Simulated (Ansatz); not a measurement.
# H2Pb (model cell, started as rutile): a soft mode frozen in

Aim: this structure of H2Pb (model cell, started as rutile) is to be tested for unstable modes, and one is followed downhill.

Calculated with Ansatz 0.2.0; DFT PBEsol, scalar-relativistic, plane waves, PAW.

The structure was built from a prototype and need not be the compound's stable phase.

### 1. Set-up

Symmetry: P4_2/mnm, No. 136, tetragonal system. The conventional cell has a = 4.954 Å, b = 4.954 Å, c = 3.759 Å, α = 90.00°, β = 90.00°, γ = 90.00°. Pb has 6 H at 2.21 to 2.28 Å nearest. H has 3 Pb at 2.21 to 2.28 Å nearest. Farther neighbours are not listed.

### 2. Response at finite wavevector

The cell comes from relaxations at this level that are not shown. Stability and thermal properties need the whole zone. Linear response on a 2×2×2 q mesh gives force constants as far as a supercell of that size would.

input.yaml reads:

```yaml
crystal:
  lattice:
    - [4.9543492694, 0.0, 0.0]
    - [0.0, 4.9543492694, 0.0]
    - [0.0, 0.0, 3.7593839155]
  atoms:
    - { symbol: Pb, position: [0.0, 0.0, 0.0] }
    - { symbol: Pb, position: [0.5, 0.5, 0.5] }
    - { symbol: H, position: [0.3153257571, 0.3153257571, 0.0] }
    - { symbol: H, position: [0.6846742429, 0.6846742429, 0.0] }
    - { symbol: H, position: [0.8153257571, 0.1846742429, 0.5] }
    - { symbol: H, position: [0.1846742429, 0.8153257571, 0.5] }
kpoints:
  mp_grid: { grid: [6, 6, 8] }
hamiltonian:
  xc: pbesol
scf:
  occupations: { method: methfessel_paxton, width: 0.15 }
output:
  eigenvalues: true
phonons:
  method: dfpt
  qmesh: [2, 2, 2]
  temperatures: { t_max: 1000, t_step: 50 }
  qpath:
    path:
      - [[0.0, 0.0, 0.0], [0.0, 0.5, 0.0], [0.5, 0.5, 0.0], [0.0, 0.0, 0.0], [0.0, 0.0, 0.5], [0.0, 0.5, 0.5], [0.5, 0.5, 0.5], [0.0, 0.0, 0.5]]
      - [[0.0, 0.5, 0.0], [0.0, 0.5, 0.5]]
      - [[0.5, 0.5, 0.0], [0.5, 0.5, 0.5]]
    npoints: 10
```

Launch:

```bash
> ansatz run input.yaml --threads 8 --pin off --max-ram 14336MiB --backend cpu --events-out ev --progress --plain --runs-dir out
```

Numbers of over 12 decimals in the logs are rounded to 6 here.

Log:

```text
Warning: phonons: the dynamical matrix that this run interpolates holds no multipole term above the dipole-dipole one, and a site of this crystal is no centre of inversion, so its interpolated transverse optical and acoustic branches and sound speeds can stay off near Gamma, and the density of states and the thermodynamics with them. What a run solves at a wave vector of phonons.qpoints, Gamma apart, where the deck admits one, is free of this, and under fd what a larger phonons.supercell samples
Engine: ansatz 0.2.0, aarch64-unknown-linux-gnu
Pseudopotentials: kind: paw
Pseudopotential: Pb, paw, valence charge 14, recommended cutoff 420 eV (normal), Pb.paw.azcp
Pseudopotential: H, paw, valence charge 1, recommended cutoff 420 eV (normal), H.paw.azcp
Functional definition: PBEsol
  exchange = pbesol_x
  correlation = pbesol_c
Crystal: 6 atoms, lattice volume = 92.276 Å³
Basis set: ecut = 420 eV, 1833 PW (Γ), exchange–correlation on 72×72×60 points (8 copies of the dense FFT grid, shifted against one another)
Bands: 22, of which v1, the nominal top of the filled ones, is band 16 counted from 1 (15 counted from 0)
Symmetry: 16 space group operations
k-points: 50 of 288
Non-local potential: Pb, projectors of the file, l = 0: 2, l = 1: 2, l = 2: 2, l = 3: 2
Non-local potential: H, projectors of the file, l = 0: 2, l = 1: 1
PAW form: soft (Blöchl's): semilocal exchange-correlation on the pseudo side does not see the compensation charge
PAW frozen core: Pb, regenerated for the run's functional, and the local potential with it (the file was generated under x = pbe(κ = 0.804, μ = 0.219515), c = pbe(β = 0.066725))
PAW one-centre angular grid: Pb, 590 points (default); XC on 64 Gauss nodes
PAW one-centre angular grid: H, 110 points (default); XC on 64 Gauss nodes
Initial density: superposition of atomic densities (neutral atoms: chi_scale 0, normalization atom), corrected by the library's trained network
Initial wavefunctions: pseudopotential atomic-orbital guess
Functional: x = pbesol(κ = 0.804, μ = 0.123457), c = pbesol(β = 0.046)
SCF iter   1: F=—  HF=-23569.821357 eV  |F-HF|=—  |Δ(HF+E_count)|=         —  Δρ=9.73e-3  dr2=7.98e-2  ethr=1.77e-3  ⟨swp⟩=6.2  Hψ=5324  notcnv=0
preconditioner: auto → Resta (q_TF=auto, 2.287 Å⁻¹)  ε∞=2.9  [insulator: Δε(μ)=0.153 eV  Ē_g=16.065 eV  σ=0.150 eV  W_gap=0.61  n_scr=18 (ndim 8)  ℏωp=21.9 eV  f_vac=0.001  D(μ)=1.38/eV (n_scr^D=4)  ε∞_Penn≈2.9]
SCF iter   2: F=—  HF=-23569.796481 eV  |F-HF|=—  |Δ(HF+E_count)|=   2.49e-2  S|Δr|=    0.00e0  Δρ=3.67e-3  dr2=1.21e-2  ethr=2.49e-4  ⟨swp⟩=1.1  Hψ=1508  notcnv=0  defer=2
SCF iter   3: F=—  HF=-23569.792600 eV  |F-HF|=—  |Δ(HF+E_count)|=   3.88e-3  S|Δr|=    0.00e0  Δρ=3.38e-4  dr2=1.00e-4  ethr=3.77e-5  ⟨swp⟩=2.0  Hψ=1247  notcnv=0  defer=2
SCF iter   4: F=—  HF=-23569.792640 eV  |F-HF|=—  |Δ(HF+E_count)|=   4.01e-5  S|Δr|=    0.00e0  Δρ=1.59e-4  dr2=2.05e-5  ethr=3.12e-7  ⟨swp⟩=2.1  Hψ=1435  notcnv=0  defer=2
SCF iter   5: F=—  HF=-23569.792654 eV  |F-HF|=—  |Δ(HF+E_count)|=   1.45e-5  S|Δr|=    0.00e0  Δρ=3.09e-5  dr2=7.81e-7  ethr=6.40e-8  ⟨swp⟩=2.0  Hψ=1333  notcnv=0  defer=2
SCF iter   6: F=—  HF=-23569.792653 eV  |F-HF|=—  |Δ(HF+E_count)|=   8.64e-7  S|Δr|=    0.00e0  Δρ=6.09e-6  dr2=3.82e-8  ethr=2.44e-9  ⟨swp⟩=2.0  Hψ=1848  notcnv=0  defer=2
SCF iter   7: F=—  HF=-23569.792653 eV  |F-HF|=—  |Δ(HF+E_count)|=   2.31e-8  S|Δr|=    0.00e0  Δρ=2.22e-6  dr2=3.41e-9  ethr=1.19e-10  ⟨swp⟩=3.0  Hψ=1868  notcnv=0  defer=2
SCF iter   8: F=—  HF=-23569.792653 eV  |F-HF|=—  |Δ(HF+E_count)|=  8.55e-10  S|Δr|=    0.00e0  Δρ=2.85e-7  dr2=7.41e-11  ethr=1.06e-11  ⟨swp⟩=2.0  Hψ=1782  notcnv=0  defer=2
SCF iter   9: F=-23569.792653 eV  HF=-23569.792653 eV  |F-HF|=3.64e-12  |Δ(HF+E_count)|=  2.91e-11  S|Δr|=    0.00e0  Δρ=4.15e-8  dr2=1.02e-12  ethr=1.00e-12  ⟨swp⟩=10.3  Hψ=6321  notcnv=0
SCF 1 converged in 9 iterations: F = -23569.792653 eV  dr2 = 1.02e-12
  greatest PAW one-centre occupation: 0.980 electrons in one spin orbital (limit 2), on the Pb atom at site 1 (counted from 0), in its partial waves of l = 2
Initial density: read from a saved state, or passed on in memory by an earlier SCF of this step, an earlier step, the calling program or the single point that the run made first
iter 1 solved again at ethr=4.16e-7 eV; its pass at ethr=3.10e-3 eV (dr2=1.33e-4 eV) is discarded
SCF iter   1: F=—  HF=-23569.792656 eV  |F-HF|=—  |Δ(HF+E_count)|=         —  Δρ=1.41e-6  dr2=1.03e-9  ethr=4.16e-7  ⟨swp⟩=3.5  Hψ=8425  notcnv=0
eigensolver tolerance schedule: the retry pair's looser diagonalisation over-reported the residual by 129855.56 of it (diagonalisation noise at an unbounded share of the residual, at the tolerance the schedule requests for it); recorded, not acted on — ethr = c·dr2/N_el stays at c = 1.0e-1
preconditioner: auto → Kerker (q_TF=auto, 2.287 Å⁻¹)  [metal: Δε(μ)=0.039 eV  Ē_g=16.042 eV  σ=0.150 eV  W_gap=0.22  n_scr=18 (ndim 8)  ℏωp=21.9 eV  f_vac=0.000  D(μ)=1.39/eV (n_scr^D=4)]
SCF iter   2: F=—  HF=-23569.792653 eV  |F-HF|=—  |Δ(HF+E_count)|=   2.82e-6  S|Δr|=    0.00e0  Δρ=7.53e-7  dr2=3.05e-10  ethr=3.20e-12  ⟨swp⟩=3.7  Hψ=2627  notcnv=0
SCF iter   3: F=—  HF=-23569.792653 eV  |F-HF|=—  |Δ(HF+E_count)|=  9.09e-11  S|Δr|=    0.00e0  Δρ=4.77e-7  dr2=1.20e-10  ethr=1.00e-12  ⟨swp⟩=1.0  Hψ=1125  notcnv=0
SCF iter   4: F=—  HF=-23569.792653 eV  |F-HF|=—  |Δ(HF+E_count)|=  3.64e-11  S|Δr|=    0.00e0  Δρ=2.29e-7  dr2=2.67e-11  ethr=1.00e-12  ⟨swp⟩=1.0  Hψ=1100  notcnv=0
SCF iter   5: F=—  HF=-23569.792653 eV  |F-HF|=—  |Δ(HF+E_count)|=  1.09e-11  S|Δr|=    0.00e0  Δρ=1.70e-7  dr2=1.48e-11  ethr=1.00e-12  ⟨swp⟩=3.1  Hψ=3051  notcnv=0
SCF iter   6: F=-23569.792653 eV  HF=-23569.792653 eV  |F-HF|=3.64e-12  |Δ(HF+E_count)|=    0.00e0  S|Δr|=    0.00e0  Δρ=6.94e-8  dr2=2.48e-12  ethr=1.00e-12  ⟨swp⟩=2.0  Hψ=2099  notcnv=0
SCF 2 converged in 6 iterations: F = -23569.792653 eV  dr2 = 2.48e-12
phonons: the bands overlap, so this run is a metal and interpolates without the dipole-dipole term. If the crystal is really an insulator or semiconductor, its LO-TO splitting is missing
NSCF: frozen V_eff on 50 k-points
NSCF: frozen V_eff on 100 k-points
DFPT response loops at q = (0, 0, 0) (fractional): preconditioner auto → Kerker (q_TF=auto, 2.287 Å⁻¹) (partly filled bands, converged f_vac=0.000); β = 1.00, the filter's whole step (`scf.mixing.beta` (0.50) is not read by the response loops under this deck's `scf.mixing.preconditioner`; to damp them name `kerker` or `kerker_dos`, under which they read `scf.mixing.beta`, and type it under 1.00, their step now; both keys bind the ground state too); Broyden in place of MSR1
NSCF: frozen V_eff on 200 k-points
DFPT response loops at q = (0, 0, -0.5) (fractional): mixed as the last ones told, above
NSCF: frozen V_eff on 200 k-points
DFPT response loops at q = (0, -0.5, 0) (fractional): mixed as the last ones told, above
NSCF: frozen V_eff on 200 k-points
DFPT response loops at q = (0, -0.5, -0.5) (fractional): mixed as the last ones told, above
NSCF: frozen V_eff on 200 k-points
DFPT response loops at q = (-0.5, -0.5, 0) (fractional): mixed as the last ones told, above
NSCF: frozen V_eff on 200 k-points
DFPT response loops at q = (-0.5, -0.5, -0.5) (fractional): mixed as the last ones told, above
SCF converged after 9 iterations
Stability not checked: this state was not tested for a lower state beside it, because cold or Methfessel-Paxton smearing, or corrected tetrahedra, fill the levels in a way that the test cannot read (fill_not_monotonic; see scf.lower_state_search)
Free energy (F): -23569.792653 eV
Harris-Foulkes:  -23569.792653 eV  (|F-HF|=3.64e-12)
Internal energy: -23569.790624 eV  (E = F + TS)
E sigma→0 (E₀):  -23569.792146 eV
Entropy (-TS):   -0.002030 eV (-0.338 meV/atom)
Fermi energy:    6.982508 eV
--- Per-component energies (eV) ---
  E_band       = -187.082317
  E_kinetic    = 626.788916
  E_local      = -2523.985347  (includes V_loc(G=0)·N_el)
  E_nonlocal   = 709.029321
  E_hartree    = 990.124429
  E_xc         = -471.770202
  E_vxc        = -309.275908  (∫ρ·V_xc dr)
  E_paw        = -20511.302160  (= ΣΔE_a)
  E_vpaw       = -669.884279  (= ΣTr[D̂ρ^β])
  E_aug_tail   = -0.003908  (compensation charges beyond the density's cutoff)
  E_ewald      = -2388.795905
  E_core_change = 0.124233  (= ΣΔE_core)
  E_smearing   = -0.002030  (= −TS)
  E_closure    = -0.000000  (closes the sum)
  Σ components = -23569.792653   (vs F -23569.792653, Δ=0.00e0)
--- Band table (eV; the first three rows and the last of 50) ---
  k-point 0: bands = [... 12 lower, 1.9760, 1.9760, 5.3964, 8.3554, 9.3089, 9.5230, 9.5230, 9.8669, ... 2 higher]
  k-point 1: bands = [... 12 lower, 2.1435, 2.1435, 4.3050, 8.3350, 9.1445, 9.4546, 9.6363, 9.6363, ... 2 higher]
  k-point 2: bands = [... 12 lower, 2.6048, 2.6048, 2.6769, 6.1406, 9.3430, 9.3430, 9.8934, 10.1240, ... 2 higher]
  k-point 49: bands = [... 12 lower, 1.8331, 1.8331, 2.7900, 2.7900, 6.1066, 6.1066, 12.3770, 12.3770, ... 2 higher]
--- Phonons (Γ-DFPT): 4 representative perturbations + reference (Σ response iterations 13) ---
  ASR residual: 1.735e-5 → 0.000e0 eV/Å²; symmetrization residual: 6.101e-7 eV/Å²
  ASR residual per site (eV/Å²): 1.73e-5 1.73e-5 3.84e-6 3.84e-6 3.84e-6 3.84e-6
  Γ frequencies (cm⁻¹): -431.21 -215.45 0.00 0.00 0.00 53.03 78.76 78.76 156.36 346.58 346.58 431.32 431.32 526.29 718.42 718.42 959.12 1068.84
--- Phonons (arbitrary-q DFPT): 6 irreducible q on the 2×2×2 mesh ---
  q = [0.0000, 0.0000, 0.0000] (star 1, of the zone-centre solve; hermiticity 3.39e-7, symmetrization 2.98e-12): -431.21 -215.45 0.00 0.00 0.00 53.03 78.76 78.76 156.36 346.58 346.58 431.32 431.32 526.29 718.42 718.42 959.12 1068.84
  q = [0.0000, 0.0000, -0.5000] (star 1, 4 solved perturbations in 330 linear systems a pass and spin channel, the states on 100 of 288 k-point pairs; hermiticity 1.95e-7, symmetrization 2.55e-12): -773.33 -773.33 -193.82 -193.82 56.69 56.69 59.67 59.67 103.67 103.67 400.17 400.17 661.04 661.04 677.78 677.78 929.67 929.67
  q = [0.0000, -0.5000, 0.0000] (star 2, 6 solved perturbations on 100 of 288 k-point pairs; hermiticity 3.19e-7, symmetrization 2.97e-13): -209.94 -209.94 37.57 37.57 49.53 49.53 60.50 60.50 253.07 253.07 463.20 463.20 733.15 733.15 752.66 752.66 899.66 899.66
  q = [0.0000, -0.5000, -0.5000] (star 2, 6 solved perturbations on 100 of 288 k-point pairs; hermiticity 2.89e-7, symmetrization 2.04e-13): -611.23 -611.23 42.62 42.62 58.31 58.31 98.54 98.54 274.12 274.12 288.80 288.80 589.09 589.09 679.74 679.74 973.67 973.67
  q = [-0.5000, -0.5000, 0.0000] (star 1, 4 solved perturbations in 330 linear systems a pass and spin channel, the states on 100 of 288 k-point pairs; hermiticity 2.38e-7, symmetrization 1.73e-12): -309.08 -309.08 11.17 11.17 34.27 34.27 55.07 55.07 303.89 303.89 376.17 376.17 476.62 476.62 730.49 730.49 998.42 998.42
  q = [-0.5000, -0.5000, -0.5000] (star 1, 4 solved perturbations in 330 linear systems a pass and spin channel, the states on 100 of 288 k-point pairs; hermiticity 1.90e-7, symmetrization 1.04e-12): -675.04 -675.04 42.96 42.96 64.28 64.28 99.20 99.20 346.02 346.02 395.30 395.30 650.29 650.29 664.80 664.80 938.74 938.74
  sum rule: each row above includes the acoustic sum rule's correction from the zone centre's row sums; it moved no ω² by more than (1.02 cm⁻¹)²
  mesh force constants: q→R imaginary residual 2.38e-17; ASR residual 1.735e-5 → 0.000e0 eV/Å²; symmetrization residual 1.776e-15 eV/Å²
  interpolated dispersion: 93 rows × 18 modes
  density of states and harmonic sums: on the 14×14×16 q-mesh, interpolated from the force constants of a 2×2×2 supercell (no non-analytic term)
  largest difference from the sums on the solved wave vectors: F 1.89e-1 eV, S 2.69e-4 and C_V 9.56e-5 eV/K
  zero-point energy: 0.376710 eV/cell   skipped modes (ω ≤ 0): 571, of them read as no rigid motion or as one in doubt: 568 (1.663e0 modes/cell left out, lowest -773.33 cm⁻¹)   left out of the sums: 9.24e-2 of the cell's modes: C_V's classical limit lies that fraction below 3 k_B per atom; for a crystal, a wire or a layer, F and S can be off by more, and a phonons.interpolated_qmesh denser along its periods is the remedy for the sampling
```

It took 83 s on 8 threads of Arm Neoverse V1, shared host; peak memory 0.93 GiB; 10 min of CPU time.

The column dr2 measures how far the density is from self-consistency, as an energy; F and HF (Harris–Foulkes) agree once it is small.

This step gave:

- volume per atom: 15.38 Å³
- gap on the k-mesh: 0 eV
- sum-rule residual before enforcement: 1.73e-5 eV/Å²
- lowest frequency on the path: -773.3 cm⁻¹
- point group: 4/mmm
- highest frequency on the path or at a solved wavevector: 1069 cm⁻¹
- highest optical mode at the zone centre (no LO-TO term): 1069 cm⁻¹
- lowest optical zone-centre mode: -431.2 cm⁻¹
- lowest mode on the q mesh (acoustic modes at Γ apart): -773.3 cm⁻¹

Frequencies (cm⁻¹) solved at each irreducible wavevector; negative means imaginary. Frequencies by wavevector, by row:

| q in reciprocal lattice units | star | mode 1 | mode 2 | mode 3 | mode 4 | mode 16 | mode 17 | mode 18 |
| --- | --- | --- | --- | --- | --- | --- | --- | --- |
| 0 0 0 | 1 | -431.2 | -215.4 | 0 | 0 | 718.4 | 959.1 | 1069 |
| 0 0 -0.5 | 1 | -773.3 | -773.3 | -193.8 | -193.8 | 677.8 | 929.7 | 929.7 |
| 0 -0.5 0 | 2 | -209.9 | -209.9 | 37.6 | 37.6 | 752.7 | 899.7 | 899.7 |
| 0 -0.5 -0.5 | 2 | -611.2 | -611.2 | 42.6 | 42.6 | 679.7 | 973.7 | 973.7 |
| -0.5 -0.5 0 | 1 | -309.1 | -309.1 | 11.2 | 11.2 | 730.5 | 998.4 | 998.4 |
| -0.5 -0.5 -0.5 | 1 | -675 | -675 | 43 | 43 | 664.8 | 938.7 | 938.7 |

Interpolated from a 2×2×2 q mesh, rough between the solved points. Phonon branches along the path, in cm⁻¹:

| point | branch 1 | branch 2 | branch 3 | branch 4 | branch 15 | branch 16 | branch 17 | branch 18 |
| --- | --- | --- | --- | --- | --- | --- | --- | --- |
| Γ | -431 | -215 | 0 | 0 | 718 | 718 | 959 | 1069 |
| halfway | -360 | -176 | 20 | 30 | 736 | 736 | 918 | 1028 |
| X | -210 | -210 | 38 | 38 | 753 | 753 | 900 | 900 |
| halfway | -264 | -264 | 35 | 35 | 742 | 742 | 965 | 965 |
| M | -309 | -309 | 11 | 11 | 730 | 730 | 998 | 998 |
| halfway | -332 | -199 | 20 | 22 | 735 | 742 | 856 | 1035 |
| Γ | -431 | -215 | 0 | 0 | 718 | 718 | 959 | 1069 |
| halfway | -233 | -233 | 22 | 22 | 567 | 567 | 931 | 1012 |
| Z | -773 | -773 | -194 | -194 | 678 | 678 | 930 | 930 |
| halfway | -698 | -698 | -51 | -51 | 677 | 677 | 955 | 955 |
| R | -611 | -611 | 43 | 43 | 680 | 680 | 974 | 974 |
| halfway | -643 | -643 | 50 | 50 | 673 | 673 | 959 | 959 |
| A | -675 | -675 | 43 | 43 | 665 | 665 | 939 | 939 |
| halfway | -694 | -644 | 48 | 48 | 664 | 695 | 930 | 979 |
| Z | -773 | -773 | -194 | -194 | 678 | 678 | 930 | 930 |
| jump to X | -210 | -210 | 38 | 38 | 753 | 753 | 900 | 900 |
| halfway | 20 | 20 | 50 | 50 | 674 | 674 | 932 | 932 |
| R | -611 | -611 | 43 | 43 | 680 | 680 | 974 | 974 |
| jump to M | -309 | -309 | 11 | 11 | 730 | 730 | 998 | 998 |
| halfway | 11 | 11 | 62 | 62 | 578 | 578 | 964 | 964 |
| A | -675 | -675 | 43 | 43 | 665 | 665 | 939 | 939 |

Symmetry leaves 6 wavevectors to solve. The lowest mode among them, the acoustic zeros apart, lies at q = (0, 0, -0.5) and is imaginary, 773.3i cm⁻¹, so the energy falls along it.

### 3. The mode frozen in, largest atomic shift 0 Å

The mode followed lies at q = (0, 0, -0.5) with frequency 773.3i cm⁻¹ and is 2-fold degenerate, the softest among the wavevectors solved. At small amplitude the distorted cell has space group no. 92 by a symmetry search on the positions. The undistorted cell that holds it gives the zero of energy on the same k mesh.

System of this step: H2Pb (model cell, started as rutile). Symmetry: P4_2/mnm, No. 136, tetragonal system. Conventional cell: a = 4.954 Å, b = 4.954 Å, c = 3.759 Å, α = 90.00°, β = 90.00°, γ = 90.00°. Nearest to Pb lie 6 H at 2.21 to 2.28 Å. H has 3 Pb at 2.21 to 2.28 Å nearest. Farther neighbours are not listed.

input.yaml reads:

```yaml
crystal:
  lattice:
    - [4.9543492694, 0.0, 0.0]
    - [0.0, 4.9543492694, 0.0]
    - [0.0, 0.0, 7.518767831]
  atoms:
    - { symbol: Pb, position: [0.0, 0.0, 0.0] }
    - { symbol: Pb, position: [0.0, 0.0, 0.5] }
    - { symbol: Pb, position: [0.5, 0.5, 0.25] }
    - { symbol: Pb, position: [0.5, 0.5, 0.75] }
    - { symbol: H, position: [0.3153257571, 0.3153257571, 0.0] }
    - { symbol: H, position: [0.3153257571, 0.3153257571, 0.5] }
    - { symbol: H, position: [0.6846742429, 0.6846742429, 0.0] }
    - { symbol: H, position: [0.6846742429, 0.6846742429, 0.5] }
    - { symbol: H, position: [0.8153257571, 0.1846742429, 0.25] }
    - { symbol: H, position: [0.8153257571, 0.1846742429, 0.75] }
    - { symbol: H, position: [0.1846742429, 0.8153257571, 0.25] }
    - { symbol: H, position: [0.1846742429, 0.8153257571, 0.75] }
kpoints:
  mp_grid: { grid: [6, 6, 4] }
hamiltonian:
  xc: pbesol
scf:
  occupations: { method: methfessel_paxton, width: 0.15 }
output:
  forces: true
  stress: true
  eigenvalues: true
```

Log:

```text
[...]
Crystal: 12 atoms, lattice volume = 184.552 Å³
Basis set: ecut = 420 eV, 3613 PW (Γ), exchange–correlation on 72×72×108 points (8 copies of the dense FFT grid, shifted against one another)
Bands: 44, of which v1, the nominal top of the filled ones, is band 32 counted from 1 (31 counted from 0)
Symmetry: 32 space group operations
[...]
k-points: 30 of 144
[...]
k-point 0: bands = [... 28 lower, 3.5197, 3.5197, 5.3964, 7.6647, 7.6647, 8.3554, 9.3090, 9.5230, ... 8 higher]
  k-point 1: bands = [... 28 lower, 3.1991, 4.1838, 4.3050, 8.2141, 8.2141, 8.3350, 9.1445, 9.4547, ... 8 higher]
  k-point 2: bands = [... 28 lower, 2.6769, 2.6769, 6.1407, 6.1407, 9.3430, 9.3430, 9.3430, 9.3430, ... 8 higher]
  k-point 29: bands = [... 28 lower, 4.2688, 4.2688, 4.2688, 4.2688, 8.1532, 8.1532, 8.1532, 8.1532, ... 8 higher]
[key lines of the parts left out:]
SCF converged after 6 iterations
Free energy (F): -47139.585307 eV
Fermi energy:    6.982529 eV
P = ⅓ Tr σ = -0.0013 GPa (-0.013 kbar)
```

Elapsed: 2.3 s, on 8 threads; peak memory 0.77 GiB.

Numbers from this step:

| Property | Result |
| --- | --- |
| pressure | -0.001295 GPa |
| energy from the undistorted cell | 0 meV/atom |

The run ends at a pressure of 0.00 GPa, with forces up to 2.2e-4 eV/Å.

(Continued in part 2 of 2.)

[Logs are printed without paths, hosts, clocks, repeated set-up lines and the standing remarks that a program may print on its own settings, such as how far it seeks lower states.]

[Hosts, paths, dates, database ids (printed as entryN), source tags and the programs' standing remarks are cut or masked in the printed files.]
